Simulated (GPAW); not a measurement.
## C K-edge XANES of rock-salt (TiC)₁₋ₓ(ZrC)ₓ at x = 0.875

Aim: the C K edge in rock-salt (TiC)₁₋ₓ(ZrC)ₓ at x = 0.875, one member of a composition series.

Program: GPAW 26.7.0. Level of theory: X-ray absorption from dipole matrix elements to empty bands, plane-wave PAW PBE. Results are calculated unless marked as measured.

## (1) Starting point

The cell holds 16 atoms: 7 Zr, 8 C and 1 Ti. Its edges and angles: a = 6.581 Å, b = 6.581 Å, c = 6.581 Å, α = 60.0°, β = 60.0°, γ = 60.0°. 16-atom rock-salt cell, 7 of 8 Ti sites taken by Zr at random, lattice constants typed for the ends and interpolated (Vegard).

## (2) Relaxation

Bond lengths around the absorber set the edge shape, so the atoms are relaxed before any spectrum.

relax.py

```python
import numpy as np
from ase import Atoms
from ase.parallel import parprint, paropen
from gpaw import GPAW, PW, FermiDirac, Mixer, MixerDif, setup_paths
from ase.optimize import BFGS

atoms = Atoms('ZrCZrCZrCZrCZrCZrCZrCTiC',
    cell=[[0, 4.6535, 4.6535],
     [4.6535, 0, 4.6535],
     [4.6535, 4.6535, 0]],
    scaled_positions=[[0.997249, 0.000759, 0.995757],
     [0.749073, 0.252089, 0.252143],
     [0.997644, 0.000299, 0.501142],
     [0.748854, 0.252974, 0.748396],
     [0.998378, 0.498489, 0.000863],
     [0.748496, 0.748613, 0.249131],
     [0.001778, 0.499093, 0.499425],
     [0.749954, 0.752387, 0.750983],
     [0.499207, 0.00103, 0.002119],
     [0.253115, 0.246322, 0.252369],
     [0.500188, 0.999139, 0.500279],
     [0.248506, 0.252098, 0.752273],
     [0.496363, 0.498704, 0.001587],
     [0.248916, 0.753768, 0.248294],
     [0.503224, 0.497598, 0.502378],
     [0.248865, 0.748825, 0.750318]],
    pbc=True)
atoms.calc = GPAW(legacy_gpaw=True, mode=PW(500, force_complex_dtype=True), xc='PBE', setups={},
    kpts={'size': (4, 4, 4), 'gamma': True}, occupations=FermiDirac(0.08),
    charge=0, mixer=Mixer(0.1, 5, 50), maxiter=150,
    convergence={'density': 0.0001, 'eigenstates': 1e-6}, txt='relax.txt')
steps = []
opt = BFGS(atoms, logfile='-')
opt.attach(lambda: steps.append([atoms.get_potential_energy(), float(np.linalg.norm(atoms.get_forces(), axis=1).max())]))
done = opt.run(fmax=0.05, steps=30)
out = dict(done=bool(done), steps=steps, frac=atoms.get_scaled_positions().tolist())
import json
with paropen('out.json', 'w') as f:
    json.dump(out, f)
```

Run with:

```bash
$ OMP_NUM_THREADS=1 mpirun -n 4 gpaw python relax.py
```

Numbers of over 12 decimals in the logs are rounded to 6 here.

The log of the run:

```text
Input parameters:
  convergence: {density: 0.0001,
                eigenstates: 1e-06}
  kpts: {gamma: True,
         size: (4, 4, 4)}
  maxiter: 150
  mixer: {backend: pulay,
          beta: 0.1,
          method: separate,
          nmaxold: 5,
          weight: 50}
  mode: {ecut: 500.0,
         force_complex_dtype: True,
         name: pw}
  occupations: {fixmagmom: False,
                name: fermi-dirac,
[...]
15 C     0.00505    0.00053    0.00064
Step     Time          Energy          fmax
BFGS:    0 02:02:18     -145.539539        0.707090
BFGS:    1 02:02:59     -145.585294        0.534199
BFGS:    2 02:03:48     -145.636958        0.180391
BFGS:    3 02:04:22     -145.640735        0.157535
BFGS:    4 02:04:56     -145.642795        0.066836
BFGS:    5 02:05:26     -145.643279        0.064063
BFGS:    6 02:05:51     -145.643616        0.050381
BFGS:    7 02:06:22     -145.643992        0.026280
[key lines of the parts left out:]
Converged after 6 iterations.
Dipole moment: (-0.389346, 0.096981, 0.292460) |e|*Ang
Free energy:   -145.643992
Fermi level: 10.42780
```

Elapsed: 5.8 min, on 4 MPI ranks of INTEL XEON PLATINUM 8581C at 2.30GHz (Emerald Rapids), shared host; peak memory 0.44 GiB; 23 min of CPU time.

In 7 steps the energy fell by 105 meV (energies extrapolated to zero smearing) and the largest force to 0.026 eV/Å. Atom 14 (C; the text counts from 1, the script from 0) is among those that moved most, by 0.05 Å.

## (3) Ground state of the crystal

The ground state comes first: it tells whether the system has a gap, which decides how the excited electron is treated.

scf.py

```python
import numpy as np
from ase import Atoms
from ase.parallel import parprint, paropen
from gpaw import GPAW, PW, FermiDirac, Mixer, MixerDif, setup_paths
from gpaw.test import gen
setup_paths.insert(0, '.')
gen('C', name='nch1s', xcname='PBE', corehole=(1, 0, 0), write_xml=True)
from gpaw.mpi import world
world.barrier()

atoms = Atoms('ZrCZrCZrCZrCZrCZrCZrCTiC',
    cell=[[0, 4.6535, 4.6535],
     [4.6535, 0, 4.6535],
     [4.6535, 4.6535, 0]],
    scaled_positions=[[0.9992792, 0.0001749, 0.0004709],
     [0.744978, 0.2545747, 0.2549752],
     [0.9993827, 0.0001056, 0.5004815],
     [0.7445851, 0.2548703, 0.7456635],
     [0.9994693, 0.5001365, 0.0004706],
     [0.7448355, 0.7455502, 0.2550724],
     [0.9993947, 0.5001315, 0.5004514],
     [0.7495101, 0.75, 0.750581],
     [0.4993762, 0.0001521, 0.0004193],
     [0.2493953, 0.250104, 0.2504492],
     [0.499318, 0.0001792, 0.5004688],
     [0.2538135, 0.2543724, 0.7461744],
     [0.4993089, 0.500149, 0.0005021],
     [0.2534681, 0.7461339, 0.2544884],
     [0.4998393, 0.4998306, 0.5007358],
     [0.2538624, 0.7456721, 0.7460438]],
    pbc=True)
atoms.calc = calc = GPAW(legacy_gpaw=True, mode=PW(500, force_complex_dtype=True), xc='PBE', setups={1: 'nch1s'},
    kpts={'size': (4, 4, 4), 'gamma': True}, occupations=FermiDirac(0.05),
    charge=0, mixer=Mixer(0.1, 5, 50), maxiter=150,
    convergence={'density': 0.0001, 'eigenstates': 1e-6}, txt='scf.txt')
energy = atoms.get_potential_energy() + calc.get_reference_energy()
ef = calc.get_fermi_level()
out = dict(energy=energy, fermi=ef, forces=atoms.get_forces().tolist())
parprint(f'all-electron energy {energy:.4f} eV, Fermi level {ef:.4f} eV')
ev = np.array([[calc.get_eigenvalues(k, s) for k in range(len(calc.get_ibz_k_points()))] for s in range(calc.get_number_of_spins())])
out['homo'], out['lumo'], out['counts'] = ev[ev < ef].max(), ev[ev > ef].min(), sorted(set((ev < ef).sum((0, 2)).tolist()))
out['filled'] = (ev[:, 0] < ef).sum(1).tolist()
import json
with paropen('out.json', 'w') as f:
    json.dump(out, f)
```

Run with:

```bash
$ OMP_NUM_THREADS=1 mpirun -n 4 gpaw python scf.py
```

The log of the run:

```text
Input parameters:
  convergence: {density: 0.0001,
                eigenstates: 1e-06}
  kpts: {gamma: True,
         size: (4, 4, 4)}
  maxiter: 150
  mixer: {backend: pulay,
          beta: 0.1,
          method: separate,
          nmaxold: 5,
          weight: 50}
  mode: {ecut: 500.0,
         force_complex_dtype: True,
         name: pw}
  occupations: {fixmagmom: False,
                name: fermi-dirac,
                width: 0.05}
  setups: {1: nch1s}
  xc: PBE

Initialize ...

[... PAW data sets ...]

Reference energy: -716700.037925  # eV

Spin-paired calculation

[... convergence settings ...]
Symmetries present (total): 1
  [... symmetry matrices ...]

64 k-points: 4 x 4 x 4 Monkhorst-Pack grid + [1/8,1/8,1/8]
36 k-points in the irreducible part of the Brillouin zone
       k-points in crystal coordinates                weights
   0:     0.00000000    0.00000000    0.00000000          1/64
   1:     0.00000000    0.00000000    0.25000000          2/64
   2:     0.00000000    0.00000000    0.50000000          1/64
   3:     0.00000000    0.25000000   -0.25000000          2/64
   4:     0.00000000    0.25000000    0.00000000          2/64
   5:     0.00000000    0.25000000    0.25000000          2/64
   6:     0.00000000    0.25000000    0.50000000          2/64
   7:     0.00000000    0.50000000    0.00000000          1/64
   8:     0.00000000    0.50000000    0.25000000          2/64
   9:     0.00000000    0.50000000    0.50000000          1/64
          ...
  35:     0.50000000    0.50000000    0.50000000          1/64

Wave functions: Plane wave expansion
  Cutoff energy: 500.000 eV
  Number of coefficients (min, max): 5029, 5124
  Pulay-stress correction: 0.000000 eV/Ang^3 (de/decut=0.000000)
  Using FFTW library
  Wavefunction extrapolation:
    Improved wavefunction reuse through dual PAW basis

Occupation numbers: Fermi-Dirac:
  width: 0.0500  # eV

Eigensolver
   Davidson(niter=2)

Densities:
  Coarse grid: 35*35*35 grid
  Fine grid: 70*70*70 grid
  Total Charge: 0.000000

Density mixing:
  Method: separate
  Backend: pulay
  Linear mixing parameter: 0.1
  old densities: 5
  Width of damping distribution: 1.1
  Damping of long wavelength oscillations: 50

[... Hamiltonian set-up ...]
Number of atoms: 16
Number of atomic orbitals: 136
Number of bands in calculation: 81
Number of valence electrons: 128
Bands to converge: occupied

... initialized

Initializing position-dependent things.

Density initialized from atomic densities
Creating initial wave functions:
  81 bands from LCAO basis set

                     Zr    C
              Zr    C

               Zr    C
        Zr    C     Ti   C
             Zr    C

              Zr    C
       Zr    C

Atomic positions and initial magnetic moments

Positions:
   0 Zr     0.003005    4.652337    4.650960    ( 0.0000,  0.0000,  0.0000)
   1 C      2.371190    4.653282    4.651418    ( 0.0000,  0.0000,  0.0000)
   2 Zr     2.329482    6.979618    4.651119    ( 0.0000,  0.0000,  0.0000)
   3 C      4.655984    6.934872    4.650966    ( 0.0000,  0.0000,  0.0000)
   4 Zr     2.329575    4.653220    6.978416    ( 0.0000,  0.0000,  0.0000)
   5 C      4.656397    4.653071    6.935510    ( 0.0000,  0.0000,  0.0000)
   6 Zr     4.656213    6.979534    6.978045    ( 0.0000,  0.0000,  0.0000)
[...]
13 C      4.656396    2.363776    4.651648    ( 0.0000,  0.0000,  0.0000)
  14 Ti     4.656136    4.656176    4.651964    ( 0.0000,  0.0000,  0.0000)
  15 C      6.941700    4.653064    4.651334    ( 0.0000,  0.0000,  0.0000)

Unit cell:
           periodic     x           y           z      points  spacing
  1. axis:    yes    0.000000    4.653500    4.653500    35     0.1535
  2. axis:    yes    4.653500    0.000000    4.653500    35     0.1535
  3. axis:    yes    4.653500    4.653500    0.000000    35     0.1535

  Lengths:   6.581043   6.581043   6.581043
  Angles:   60.000000  60.000000  60.000000

Effective grid spacing dv^(1/3) = 0.1675

iter:   1  -160.638203
iter:   2  -151.267020   -0.45  -0.86
iter:   3  -145.704697   +0.05  -1.01
iter:   4  -145.663059   -1.09  -1.49
iter:   5  -145.573636   -2.11  -1.51
iter:   6  -146.399398   -1.16  -1.52
iter:   7  -145.659980   -1.60  -1.63
iter:   8  -145.620369   -1.69  -2.14
iter:   9  -145.622202c  -2.97  -2.65
iter:  10  -145.618330c  -2.79  -2.63
iter:  11  -145.616097c  -3.86  -2.88
iter:  12  -145.616449c  -3.68  -3.19
iter:  13  -145.615847c  -4.71  -3.19
iter:  14  -145.615832c  -5.14  -3.60
iter:  15  -145.615877c  -5.63  -3.66
iter:  16  -145.615837c  -5.47  -3.72
iter:  17  -145.615841c  -6.10c -4.12c

Converged after 17 iterations.

Dipole moment: (-0.389386, 0.096814, 0.292332) |e|*Ang

Energy contributions relative to reference atoms: (reference = -716700.037925)

Kinetic:       +116.924165
Potential:     -130.950621
External:        +0.000000
XC:            -133.860391
Entropy (-ST):   -0.023365
Local:           +2.282689
SIC:             +0.000000
--------------------------
Free energy:   -145.627524
Extrapolated:  -145.615841

Showing only first 2 kpts
 Kpt  Band  Eigenvalues  Occupancy
  0    62     10.62410    0.02867
  0    63     10.62420    0.02862
  0    64     11.45543    0.00000
  0    65     11.45563    0.00000

  1    62     10.09129    1.99677
  1    63     10.09133    1.99676
  1    64     10.80148    0.00084
  1    65     10.88046    0.00017

Fermi level: 10.41257

No gap
No difference between direct/indirect transitions

Forces in eV/Ang:
  0 Zr   -0.00009    0.00922    0.00402
  1 C    -0.01294   -0.00641   -0.00361
  2 Zr   -0.01360   -0.00288   -0.00091
  3 C     0.00480    0.03191    0.00433
  4 Zr   -0.00418   -0.01000   -0.00964
  5 C    -0.00020   -0.00142    0.01895
  6 Zr    0.00515    0.00234    0.00988
[...]
13 C    -0.00209    0.01194   -0.00740
 14 Ti   -0.00092   -0.03025   -0.00463
 15 C     0.01187   -0.00204   -0.00050
Scalar-relativistic atomic PBE calculation for C (Carbon, Z=6)
Core hole in 1s state (1s occupation: 2.0)
300 radial gridpoints.
|------------------------------------------------|
|------------------------------------------------|
[... the atom generator's iteration count ...]

Energy contributions:
-------------------------
Kinetic:      +37.662629
XC:            -5.078007
Potential:    -70.349262
-------------------------
Total:        -37.764640

state      eigenvalue         ekin         rmax
-----------------------------------------------
1s^2.0 :   -10.046298    15.958807        0.174
2s^2.0 :    -0.505334     1.651367        1.213
2p^2.0 :    -0.194204     1.221141        1.203
-----------------------------------------------
(units: Bohr and Hartree)

Generating PAW setup
Kinetic energy of the core from tauc = 31.932223
Cutoffs:
rc(s)=1.200
rc(p)=1.200
rc(d)=1.200
rc(vbar)=1.080
rc(comp)=1.200
rc(nct)=1.200

Kinetic energy of the core states: 31.917614
Charge: 0.0
Core electrons: 2.0
Valence electrons: 4.0
Pseudo-core charge: 0.031265
Shape function alpha=6.944
Pseudo-electron charge 4.035260
state    eigenvalue         norm
--------------------------------
2s(2) :    -0.505334     1.046026
*s    :     0.494666
2p(2) :    -0.194204     0.955972
*p    :     0.805796
*d    :     0.000000
--------------------------------

Diagonalizing with gridspacing h=0.050

state   all-electron     PAW
-------------------------------
2s:      -0.505334    -0.505970
2p:      -0.194204    -0.194948
*d:                    0.044948
*f:                    0.074429
-------------------------------
all-electron energy -716845.6538 eV, Fermi level 10.4126 eV
```

It took 1.7 min on 4 MPI ranks; peak memory 0.44 GiB; 6.9 min of CPU time.

The mesh shows no gap, so the system is treated as a metal and the core electron is put at the Fermi level (neutral cell).

## (4) Cell without a hole, the energy reference

The photon energy needs a difference of total energies, so the cell and mesh of the coming hole run are first run without a hole.

Changes to scf.py since step 3:

```diff
@@ -32,3 +32,3 @@
 atoms.calc = calc = GPAW(legacy_gpaw=True, mode=PW(500, force_complex_dtype=True), xc='PBE', setups={1: 'nch1s'},
-    kpts={'size': (4, 4, 4), 'gamma': True}, occupations=FermiDirac(0.05),
+    kpts={'size': (4, 4, 4), 'gamma': True}, occupations=FermiDirac(0.1),
     charge=0, mixer=Mixer(0.1, 5, 50), maxiter=150,
```

The log of the run:

```text
Input parameters:
  convergence: {density: 0.0001,
                eigenstates: 1e-06}
  kpts: {gamma: True,
         size: (4, 4, 4)}
  maxiter: 150
  mixer: {backend: pulay,
          beta: 0.1,
          method: separate,
          nmaxold: 5,
          weight: 50}
  mode: {ecut: 500.0,
         force_complex_dtype: True,
         name: pw}
  occupations: {fixmagmom: False,
                name: fermi-dirac,
[...]
2s(2) :    -0.505334     1.046026
*s    :     0.494666
2p(2) :    -0.194204     0.955972
*p    :     0.805796
*d    :     0.000000
--------------------------------

Diagonalizing with gridspacing h=0.050

state   all-electron     PAW
-------------------------------
2s:      -0.505334    -0.505970
2p:      -0.194204    -0.194948
*d:                    0.044948
*f:                    0.074429
-------------------------------
all-electron energy -716845.6558 eV, Fermi level 10.4374 eV
[key lines of the parts left out:]
Converged after 19 iterations.
Dipole moment: (-0.389361, 0.096842, 0.292332) |e|*Ang
Free energy:   -145.658390
Fermi level: 10.43744
```

Run time: 1.9 min. Hardware: 4 MPI ranks; peak memory 0.44 GiB; 7.5 min of CPU time.

Reference energy: -716845.656 eV with the cores included.

(Part 1 of 3 ends here.)

[Banner, clock and machine lines of the logs are left out without a mark of their own.]

[Logs are printed without paths, hosts, clocks, repeated set-up lines and the standing remarks that a program may print on its own settings, such as how far it seeks lower states.]

[Hosts, paths, dates, database ids (printed as entryN), source tags and the programs' standing remarks are cut or masked in the printed files.]

[Lists of maxima count a maximum above −3 eV only where it reaches 4 % of the highest in the window and stands out from its surroundings by 2 % of it (1.5 % where it reaches 55 %); shoulders and weaker maxima are passed over, and of the rest the first, up to two pre-edge ones and the few strongest are named.]
